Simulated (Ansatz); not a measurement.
**BaTiO3: optical spectrum from first principles**

Aim: the dielectric function of BaTiO3, and the optical constants that follow from it.

Calculated with Ansatz 0.2.0; DFT, PBE, plane-wave PAW, default files, scalar-relativistic, independent-particle optical response without local fields.

This is a report of a sequence of runs, with most program output left out.

### Step 1. Set-up

Symmetry: P4/mmm, No. 123, tetragonal system. Conventional cell: a = 4.000 Å, b = 4.000 Å, c = 4.018 Å, α = 90.00°, β = 90.00°, γ = 90.00°. Nearest to Ba lie 12 O at 2.83 Å. Nearest to Ti lie 6 O at 2.00 to 2.01 Å. Nearest to O lie 2 Ti at 2.00 Å and 4 Ba at 2.83 Å. O has 2 Ti at 2.01 Å and 4 Ba at 2.83 Å nearest. Farther neighbours and most contacts between anions are not listed.

### Step 2. Ground state and bands

The self-consistent density comes first; it also tells whether there is a gap, which decides the occupations and the need for a Drude term.

This step: DFT, PBE, plane-wave PAW, default files, scalar-relativistic, ground state (Ansatz 0.2.0).

File input.yaml:

```yaml
crystal:
  lattice:
    - [3.9998, 0.0, 0.0]
    - [0.0, 3.9998, 0.0]
    - [0.0, 0.0, 4.018]
  atoms:
    - { symbol: Ba, position: [0.0, 0.0, 0.0] }
    - { symbol: Ti, position: [0.5, 0.5, 0.5] }
    - { symbol: O, position: [0.0, 0.5, 0.5] }
    - { symbol: O, position: [0.5, 0.0, 0.5] }
    - { symbol: O, position: [0.5, 0.5, 0.0] }
kpoints:
  mp_grid: { grid: [6, 6, 6] }
  band_path:
    path:
      - [[0.0, 0.0, 0.0], [0.0, 0.5, 0.0], [0.5, 0.5, 0.0], [0.0, 0.0, 0.0], [0.0, 0.0, 0.5], [0.0, 0.5, 0.5], [0.5, 0.5, 0.5], [0.0, 0.0, 0.5]]
      - [[0.0, 0.5, 0.0], [0.0, 0.5, 0.5]]
      - [[0.5, 0.5, 0.0], [0.5, 0.5, 0.5]]
    npoints: 6
scf:
  occupations: { method: fermi_dirac, width: 0.05 }
  n_extra_bands: 9
hamiltonian:
  xc: pbe
  pseudopotentials: { kind: paw }
output:
  forces: true
  stress: true
  populations: true
  write_bands: true
  write_density: true
  write_potential: true
  elf: true
  volumetric_format: npy
```

Run with:

```
$ ansatz run input.yaml --threads 4 --pin off --max-ram 8192MiB --backend cpu --events-out ev --progress --plain --runs-dir out
```

The job ended after 7.5 s (4 threads of Intel Xeon Platinum 8488C (Sapphire Rapids), shared host; peak memory 0.55 GiB).

Read-outs, printed or worked out from the files:

| Item | Value |
| --- | --- |
| free energy | -10159.5621 eV |
| Fermi energy | 11.18 eV |
| gap by band count | 1.794 eV |
| electrons | 40 |
| symmetry operations | 16 |
| pressure | 1.677 GPa |
| volume | 64.28 Å³ |
| gap on the path | 1.794 eV |
| least direct gap on the path | 1.909 eV |

There is a gap, 1.79 eV on the path, so no carriers' term is needed. The cell is left with a pressure of 1.7 GPa, as it stands unrelaxed at this level.

The electronic bands at the labelled points (eV, zero at the Fermi level; v1 is the highest filled band, c1 the lowest empty one):

| point | v4 | v3 | v2 | v1 | c1 | c2 | c3 | c4 |
| --- | --- | --- | --- | --- | --- | --- | --- | --- |
| Γ | -2.02 | -1.03 | -1.02 | -1.02 | 0.89 | 0.89 | 0.89 | 3.02 |
| halfway | -2.42 | -2.10 | -1.35 | -1.35 | 0.95 | 1.84 | 1.84 | 3.03 |
| X | -2.74 | -2.74 | -1.59 | -1.59 | 1.01 | 2.61 | 2.62 | 3.03 |
| halfway | -2.23 | -2.17 | -1.98 | -1.38 | 1.89 | 2.62 | 2.75 | 3.68 |
| M | -2.61 | -1.72 | -1.72 | -0.96 | 2.63 | 2.63 | 3.06 | 3.85 |
| halfway | -2.36 | -1.90 | -1.83 | -1.36 | 1.79 | 1.93 | 2.19 | 3.58 |
| Γ | -2.02 | -1.03 | -1.02 | -1.02 | 0.89 | 0.89 | 0.89 | 3.02 |
| halfway | -2.43 | -2.12 | -1.35 | -1.35 | 0.95 | 1.82 | 1.82 | 3.06 |
| Z | -2.69 | -2.69 | -1.59 | -1.59 | 1.02 | 2.58 | 2.58 | 3.06 |
| halfway | -2.26 | -2.17 | -1.99 | -1.38 | 1.89 | 2.58 | 2.72 | 3.72 |
| R | -2.61 | -1.76 | -1.76 | -0.97 | 2.60 | 2.63 | 3.03 | 3.90 |
| halfway | -3.32 | -1.43 | -1.42 | -0.94 | 2.91 | 2.94 | 3.15 | 5.32 |
| A | -3.24 | -0.92 | -0.92 | -0.91 | 3.27 | 3.27 | 3.29 | 5.90 |
| halfway | -3.05 | -1.79 | -1.49 | -1.39 | 2.40 | 2.80 | 2.82 | 5.00 |
| Z | -2.69 | -2.69 | -1.59 | -1.59 | 1.02 | 2.58 | 2.58 | 3.06 |
| jump to X | -2.74 | -2.74 | -1.59 | -1.59 | 1.01 | 2.61 | 2.62 | 3.03 |
| halfway | -2.26 | -2.17 | -2.00 | -1.39 | 1.87 | 2.62 | 2.74 | 3.71 |
| R | -2.61 | -1.76 | -1.76 | -0.97 | 2.60 | 2.63 | 3.03 | 3.90 |
| jump to M | -2.61 | -1.72 | -1.72 | -0.96 | 2.63 | 2.63 | 3.06 | 3.85 |
| halfway | -3.34 | -1.41 | -1.41 | -0.93 | 2.93 | 2.93 | 3.17 | 5.27 |
| A | -3.24 | -0.92 | -0.92 | -0.91 | 3.27 | 3.27 | 3.29 | 5.90 |

ELF in the ac plane at fractional y = 0.500, with atoms of Ti and O within 0.2 Å of it. It is the smooth field of the valence electrons, not physical close to the nuclei.

Ten even steps from '0' (0.01) to '9' (0.81), each cell a mean:
```
00048986897300
00027999995100
32112566642113
87410122210257
99831467621599
89942765752699
37944730473696
68943742662698
99831577731599
98620134310378
43112444431124
10015899974100
00048987997200
00159964798300
```
Atoms in or near the plane, at fractional coordinates: Ti at (0.50, 0.50), O at (0.00, 0.50), O at (0.50, 0.00).

Electrostatic potential energy in the ac plane at fractional y = 0.500, with atoms of Ti and O within 0.2 Å of it. With pseudopotentials it is smooth inside the atoms' cores, unlike the true potential.

Ten even steps from '_' (-36 eV) to '@' (15 eV), each cell a mean:
```
@@@@@@@@@@==..__..**@@@@@@@@
@@@@@@@@@@##==--++%%@@@@@@@@
@@@@@@@@@@@@%%%%%%@@@@@@@@@@
@@@@@@@@%%##****##%%@@@@@@@@
++##@@@@##==--::--++%%@@%%**
..::##%%**::......--**%%++::
____++##++::......::**##--__
__..**%%++::......--**%%==..
==++%%%%##==::::::++##@@%%++
%%@@@@@@%%**++==++##%%@@@@@@
@@@@@@@@@@%%%%%%%%@@@@@@@@@@
@@@@@@@@@@%%**++##@@@@@@@@@@
@@@@@@@@@@++..__::##@@@@@@@@
@@@@@@@@@@--____..++@@@@@@@@
```
Atoms in or near the plane, at fractional coordinates: Ti at (0.50, 0.50), O at (0.00, 0.50), O at (0.50, 0.00).

### Step 3. Spectrum

With the density converged, the vertical transitions are summed over the zone.

This step: DFT, PBE, plane-wave PAW, default files, scalar-relativistic, independent-particle optical response without local fields (Ansatz 0.2.0).

input.yaml, the sections that differ from step 2:

```yaml
kpoints:
  mp_grid: { grid: [6, 6, 6] }
scf:
  occupations: { method: fixed }
output:
  optics:
    e_range: [0, 20]
    de: 0.05
    sigma: 0.1
    nscf_kmesh: { grid: [6, 6, 6] }
    bands: { spectra_wanted_up_to: 20 }
# crystal, hamiltonian: as in step 2
```

Elapsed: 18 s, on 4 threads; peak memory 1.3 GiB.

Numbers from this step:

* electronic dielectric constant ε∞, mean over x, y and z (by symmetry where fewer were run): 6.836
* absorption onset, first axis (α over 10⁴ cm⁻¹, or the direct gap if that lies higher): 1.935 eV
* main peak of Im epsilon, first axis: 4.060 eV
* centre of weight of the strongest loss peak in the window: 13.36 eV
* photocurrent from vertical transitions in a film 500 nm thick on a perfect mirror (two passes), AM1.5G, no front reflection, all carriers collected: 15.87 mA/cm²
* least direct gap on the mesh: 1.908 eV
* bands summed: 56
* spectra valid up to: 26.96 eV
* program's estimate of the k-sum error in Im epsilon: 0.12 %
* electrons in the f-sum: 26.49

The Im ε by photon energy; read off at these points:

| photon energy (eV) | E ∥ x or y | E ∥ z |
| --- | --- | --- |
| 1.50 | 0 | 0 |
| 2.00 | 0.570 | 0.599 |
| 2.50 | 2.54 | 2.52 |
| 3.00 | 4.10 | 4.16 |
| 3.50 | 6.44 | 6.39 |
| 4.00 | 9.69 | 9.38 |
| 4.25 | 9.85 | 9.81 |
| 4.50 | 5.59 | 5.51 |
| 5.00 | 3.55 | 3.59 |
| 5.50 | 2.76 | 2.80 |
| 6.00 | 2.54 | 2.50 |
| 6.50 | 4.11 | 3.98 |
| 7.00 | 4.64 | 4.63 |
| 7.50 | 3.64 | 3.54 |
| 8.00 | 3.85 | 3.78 |
| 8.50 | 5.11 | 4.96 |
| 8.80 | 5.45 | 5.33 |
| 9.00 | 4.80 | 4.81 |
| 9.50 | 4.08 | 4.12 |
| 10.00 | 4.72 | 4.68 |
| 10.50 | 4.46 | 4.43 |
| 11.00 | 3.58 | 3.58 |
| 11.50 | 2.74 | 2.77 |
| 12.00 | 2.68 | 2.66 |
| 12.50 | 1.34 | 1.36 |
| 13.00 | 1.16 | 1.18 |
| 13.50 | 0.991 | 1.02 |
| 14.00 | 0.760 | 0.786 |
| 14.50 | 0.398 | 0.402 |
| 15.00 | 0.471 | 0.408 |
| 15.50 | 1.29 | 1.21 |
| 16.00 | 1.16 | 1.15 |
| 16.50 | 1.32 | 1.29 |
| 17.00 | 2.09 | 2.12 |
| 17.50 | 2.70 | 2.77 |
| 18.00 | 4.10 | 4.25 |
| 18.50 | 4.65 | 4.66 |
| 19.00 | 5.05 | 5.02 |
| 19.50 | 3.06 | 3.01 |
| 20.00 | 2.21 | 2.24 |

The Re ε by photon energy:

| photon energy (eV) | E ∥ x or y | E ∥ z |
| --- | --- | --- |
| 0.0 | 6.84 | 6.82 |
| 0.5 | 6.91 | 6.89 |
| 1.0 | 7.16 | 7.14 |
| 1.5 | 7.68 | 7.66 |
| 2.0 | 9.14 | 9.12 |
| 2.5 | 9.88 | 9.83 |
| 3.0 | 9.57 | 9.47 |
| 3.5 | 8.38 | 8.28 |
| 4.0 | 6.22 | 6.20 |
| 4.5 | 0.276 | 0.556 |
| 5.0 | 1.47 | 1.52 |
| 5.5 | 2.71 | 2.71 |
| 6.0 | 3.48 | 3.50 |
| 6.5 | 4.12 | 3.91 |
| 7.0 | 3.17 | 3.19 |
| 7.5 | 2.52 | 2.43 |
| 8.0 | 3.40 | 3.38 |
| 8.5 | 2.74 | 2.73 |
| 9.0 | 1.23 | 1.43 |
| 9.5 | 1.38 | 1.42 |
| 10.0 | 0.727 | 0.746 |
| 10.5 | -0.239 | -0.130 |
| 11.0 | 0.00467 | 0.00899 |
| 11.5 | -0.0423 | -0.0320 |
| 12.0 | -1.01 | -0.932 |
| 12.5 | -0.501 | -0.512 |
| 13.0 | 0.0229 | 0.0358 |
| 13.5 | 0.391 | 0.378 |
| 14.0 | 0.671 | 0.648 |
| 14.5 | 1.08 | 1.06 |
| 15.0 | 1.88 | 1.80 |
| 15.5 | 2.26 | 2.28 |
| 16.0 | 2.01 | 2.03 |
| 16.5 | 2.45 | 2.49 |
| 17.0 | 2.86 | 2.96 |
| 17.5 | 2.95 | 3.04 |
| 18.0 | 2.34 | 2.39 |
| 18.5 | 0.946 | 0.918 |
| 19.0 | 0.0549 | -0.0802 |
| 19.5 | -1.58 | -1.47 |
| 20.0 | -0.968 | -0.981 |

Values under 1 per cm are given as 1. Table of absorption coefficient by photon energy:

| photon energy (eV) | E ∥ x or y (1/cm) | E ∥ z (1/cm) |
| --- | --- | --- |
| 0.00 | 1 | 1 |
| 1.00 | 1 | 1 |
| 2.00 | 19099 | 20103 |
| 3.00 | 2.0e5 | 2.0e5 |
| 4.00 | 6.6e5 | 6.4e5 |
| 5.00 | 5.5e5 | 5.5e5 |
| 6.00 | 3.9e5 | 3.8e5 |
| 7.00 | 7.9e5 | 7.8e5 |
| 8.00 | 7.6e5 | 7.5e5 |
| 9.00 | 1.2e6 | 1.2e6 |
| 10.00 | 1.4e6 | 1.4e6 |
| 11.00 | 1.5e6 | 1.5e6 |
| 12.00 | 1.7e6 | 1.7e6 |
| 13.00 | 1.0e6 | 1.0e6 |
| 14.00 | 5.9e5 | 6.1e5 |
| 15.00 | 2.6e5 | 2.3e5 |
| 16.00 | 6.4e5 | 6.3e5 |
| 17.00 | 1.0e6 | 1.0e6 |
| 18.00 | 2.0e6 | 2.0e6 |
| 19.00 | 3.0e6 | 3.1e6 |
| 20.00 | 2.6e6 | 2.7e6 |

The reflectivity at normal incidence has structure finer than the step of the table below, so its rows give means over 1 eV, whole bins alone (the curve runs from 0 to 20 eV). Peaks (eV: height): E ∥ x or y 4.3: 39.2, 8.9: 27.0, 10.6: 31.6, 12.1: 34.5, 19.4: 39.7; E ∥ z 4.3: 38.8, 7.0: 22.4, 10.6: 31.1, 12.2: 33.7, 19.4: 39.3.

The reflectivity at normal incidence by photon energy; means over each step:

| photon energy (eV) | E ∥ x or y (%) | E ∥ z (%) |
| --- | --- | --- |
| 1 | 20.9 | 20.8 |
| 2 | 25.0 | 24.9 |
| 3 | 28.8 | 28.7 |
| 4 | 34.5 | 34.1 |
| 5 | 20.4 | 20.5 |
| 6 | 16.3 | 16.4 |
| 7 | 21.1 | 21.0 |
| 8 | 20.2 | 19.9 |
| 9 | 24.9 | 24.6 |
| 10 | 25.8 | 25.6 |
| 11 | 26.9 | 26.6 |
| 12 | 29.7 | 29.6 |
| 13 | 16.4 | 16.4 |
| 14 | 5.11 | 5.30 |
| 15 | 3.45 | 3.24 |
| 16 | 6.90 | 6.85 |
| 17 | 11.5 | 11.6 |
| 18 | 20.9 | 21.3 |
| 19 | 31.7 | 32.0 |

Table of loss function −Im 1/ε at q → 0 by energy loss; read off at these points:

| energy loss (eV) | E ∥ x or y | E ∥ z |
| --- | --- | --- |
| 1.50 | 0 | 0 |
| 2.00 | 0.00679 | 0.00718 |
| 2.50 | 0.0244 | 0.0245 |
| 3.00 | 0.0379 | 0.0389 |
| 3.50 | 0.0577 | 0.0584 |
| 4.00 | 0.0731 | 0.0742 |
| 4.50 | 0.179 | 0.180 |
| 5.00 | 0.241 | 0.236 |
| 5.50 | 0.185 | 0.185 |
| 6.00 | 0.137 | 0.135 |
| 6.50 | 0.121 | 0.128 |
| 7.00 | 0.147 | 0.147 |
| 7.50 | 0.186 | 0.192 |
| 8.00 | 0.146 | 0.147 |
| 8.50 | 0.152 | 0.155 |
| 9.00 | 0.196 | 0.191 |
| 9.50 | 0.220 | 0.217 |
| 10.00 | 0.207 | 0.208 |
| 10.50 | 0.224 | 0.225 |
| 11.00 | 0.279 | 0.280 |
| 11.50 | 0.365 | 0.361 |
| 12.00 | 0.327 | 0.335 |
| 12.50 | 0.653 | 0.643 |
| 13.00 | 0.859 | 0.846 |
| 13.20 | 0.962 | 0.950 |
| 13.50 | 0.873 | 0.864 |
| 14.00 | 0.739 | 0.757 |
| 14.50 | 0.302 | 0.315 |
| 15.00 | 0.126 | 0.120 |
| 15.50 | 0.191 | 0.181 |
| 15.75 | 0.276 | 0.263 |
| 16.00 | 0.216 | 0.212 |
| 16.50 | 0.170 | 0.164 |
| 17.00 | 0.166 | 0.160 |
| 17.50 | 0.169 | 0.164 |
| 18.00 | 0.184 | 0.178 |
| 18.50 | 0.206 | 0.207 |
| 19.00 | 0.198 | 0.199 |
| 19.50 | 0.258 | 0.268 |
| 20.00 | 0.380 | 0.374 |

Optical constants at common wavelengths, from n + ik = √ε:

| wavelength (nm) | n xy | k xy | R (%) xy | 1/α xy | n z | k z | R (%) z | 1/α z |
| --- | --- | --- | --- | --- | --- | --- | --- | --- |
| 800 | 2.79 | 0.000 | 22.3 | over 1 mm | 2.78 | 0.000 | 22.2 | over 1 mm |
| 532 | 3.11 | 0.276 | 26.7 | 153 nm | 3.11 | 0.278 | 26.6 | 152 nm |
| 450 | 3.06 | 0.559 | 27.2 | 64 nm | 3.06 | 0.561 | 27.2 | 64 nm |
| 405 | 3.16 | 0.703 | 29.0 | 46 nm | 3.14 | 0.711 | 28.9 | 45 nm |
| 365 | 3.12 | 0.987 | 30.4 | 29 nm | 3.10 | 0.985 | 30.3 | 29 nm |
| 308 | 2.93 | 1.671 | 35.7 | 15 nm | 2.91 | 1.630 | 35.1 | 15 nm |
| 193 | 2.27 | 0.869 | 20.7 | 18 nm | 2.22 | 0.892 | 20.5 | 17 nm |

Rows near the edge hang on the gap, which this functional as a rule makes too small, and phonon-assisted absorption is left out.

A film 1 µm thick would pass 2 % of daylight and look red, dark in transmission (x = 0.683, y = 0.317). A larger true gap would move the edge to shorter wavelengths and change the colour.

The f-sum over the summed bands holds 26.5 of the cell's 40 electrons outside the frozen cores, 16 of which lie in bands more than 12 eV below the Fermi level, whose transitions come at higher energies. Up to 20 eV the strength has a mean oscillator energy of 8.1 eV, well above the main peak, so higher transitions carry much of it.

### Step 4. Static response with local fields

Perturbation theory gives the static response with local fields and the functional's kernel, and it needs no empty bands.

This step: DFT, PBE, plane-wave PAW, default files, scalar-relativistic, static field response by perturbation theory with local fields (Ansatz 0.2.0).

input.yaml, as its differences from that of step 3:

```diff
@@ -18,8 +18,2 @@
   pseudopotentials: { kind: paw }
-output:
-  optics:
-    e_range: [0, 20]
-    de: 0.05
-    sigma: 0.1
-    nscf_kmesh: { grid: [6, 6, 6] }
-    bands: { spectra_wanted_up_to: 20 }
+dielectric: {}
```

Wall time 19 s (4 threads); peak memory 0.95 GiB; 69 s of CPU time.

Numbers from this step:

| Quantity | Value |
| --- | --- |
| electronic dielectric constant ε∞, mean over x, y and z (by symmetry where fewer were run) | 6.690 |

ε∞ with local fields:

```
6.70 0.00 0.00
0.00 6.70 0.00
0.00 0.00 6.68
```

Diagonal elements. Born, by row:

| atom | Z*xx (e) | Z*yy (e) | Z*zz (e) |
| --- | --- | --- | --- |
| Ba1 | 2.765 | 2.765 | 2.762 |
| Ti2 | 7.4 | 7.4 | 7.328 |
| O3 | -5.875 | -2.137 | -2.141 |
| O4 | -2.137 | -5.875 | -2.141 |
| O5 | -2.152 | -2.152 | -5.808 |

Mean Born charges are Ba +2.76, Ti +7.38 and O -3.38, against formal valences of +2, +4 and -2. That of Ti exceeds its valence by 84 %, the mark of charge moving along hybridised bonds as the atoms shift.

### Step 5. Results

| Property | Result |
| --- | --- |
| gap on the path | 1.79 eV |
| least direct gap on the path | 1.91 eV |
| electronic dielectric constant ε∞, mean over x, y and z (by symmetry where fewer were run) (independent particles) | 6.84 |
| absorption onset, first axis (α over 10⁴ cm⁻¹, or the direct gap if that lies higher) | 1.93 eV |
| main peak of Im epsilon, first axis | 4.06 eV |
| centre of weight of the strongest loss peak in the window, first axis | 13.4 eV |
| photocurrent from vertical transitions in a film 500 nm thick on a perfect mirror (two passes), AM1.5G, no front reflection, all carriers collected | 15.9 mA/cm² |
| electronic dielectric constant ε∞, mean over x, y and z (by symmetry where fewer were run) (static response with local fields) | 6.69 |

At this level (PBE, independent particles) BaTiO3 has a mean ε∞ = 6.84 (6.69 with local fields) and n = 2.65 at 1550 nm (E ∥ x); absorption sets in near 1.9 eV, and Im ε peaks at 4.1 eV (E ∥ x). The gap is indirect (1.79 eV), so absorption without phonons can begin only at the direct gap of 1.91 eV. The absorption coefficient passes 10⁴ cm⁻¹ at 1.93 eV, inside the visible range. The strongest loss structure up to 20 eV has its centre of weight at 13.4 eV; a free-electron gas of the 26.5 electrons in the f-sum would put its plasmon at 23.8 eV. Distinct maxima of Im ε, read by a parabola through the highest points, lie at 4.06 eV (9.9), 8.81 eV (5.5), 9.89 eV (4.8) and 19.03 eV (5.1) for E ∥ x or y. The f-sum over the summed bands holds 26.5 of the cell's 40 electrons outside the frozen cores, 16 of which lie in bands more than 12 eV below the Fermi level, whose transitions come at higher energies. Up to 20 eV the strength has a mean oscillator energy of 8.1 eV, well above the main peak, so higher transitions carry much of it. A film 1 µm thick would pass 2 % of daylight and look red, dark in transmission (x = 0.683, y = 0.317). A larger true gap would move the edge to shorter wavelengths and change the colour. With local fields and the functional's kernel the static response is 6.69 against 6.84 for independent particles (-2 %). In the base spectrum excitons and phonon-assisted transitions are missing, and so are local fields; PBE gaps are as a rule too small, which pulls the onset down and ε∞ up. In the base run ε includes the program's bounded estimate of what the bands above those summed add. Spin-orbit coupling is left out although heavy atoms are present.

[Logs are printed without paths, hosts, clocks, repeated set-up lines and the standing remarks that a program may print on its own settings, such as how far it seeks lower states.]

[Hosts, paths, dates, database ids (printed as entryN), source tags and the programs' standing remarks are cut or masked in the printed files.]
